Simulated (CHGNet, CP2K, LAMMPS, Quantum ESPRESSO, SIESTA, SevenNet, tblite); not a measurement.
# Bulk modulus two ways: amorphous carbon (64 atoms), QE, PBE

The cell holds 64 atoms (64 C). Recipe: 64 atoms (64 C) placed at random at 2.92 g/cm³, melted at 6000 K for 10 ps at fixed volume with the Tersoff potential (Tersoff, Phys. Rev. B 39, 5566 (1989)). Quenched from 6000 K to 300 K at 100 K/ps and fixed volume, held 5 ps, then minimised at fixed cell. Then the atoms were relaxed with SevenNet 0 in the fixed cell.

Calculated with Quantum ESPRESSO 7.5: PBE; plane waves, SSSP efficiency, 45/360 Ry; k-points Γ. The cell is scaled evenly by ±3 % in volume, and SevenNet 0 relaxes the atoms at each volume before the single point.

| volume (Å³/atom) | energy less the middle row's (meV/atom) | pressure (GPa) |
| --- | --- | --- |
| 6.6278 | 0.038 | 8.044 |
| 6.8328 | 0.000 | -0.884 |
| 7.0378 | 9.100 | -8.828 |

Task: Find the bulk modulus at the middle volume from the pressures and from the energies, and check the printed pressure against the slope of the energy (1 meV/Å³ = 0.16022 GPa).

**Working.**

The step is h = 0.2050 Å³. From pressures: B = −V dP/dV = 6.8328 × (8.044 − (-8.828)) / (2 × 0.2050) = 281 GPa.

From energies: B = V d²E/dV² = 6.8328 × (0.038 + (9.100)) / 0.2050² = 1486 meV/Å³ = 238 GPa.

Slope: P = −dE/dV = −(9.100 − (0.038)) / (2 × 0.2050) = -22.1 meV/Å³ = -3.54 GPa, against -0.88 GPa printed.

The modulus from energies lies 15 % under that from pressures.

A central difference over ±3 % overstates P by about B(1 + B′)(0.03)²/6, some 0.21 GPa for B′ = 4, which is small against the gap found. The atoms follow SevenNet 0, so this level's forces do work along the path, which enters the energies but not the printed pressures.

Limits: three points, a static cell at zero temperature, the cell shape held; the modulus is that at -0.9 GPa, not at zero pressure.

[Hosts, paths, dates, database ids (printed as entryN), source tags and the programs' standing remarks are cut or masked in the printed files.]
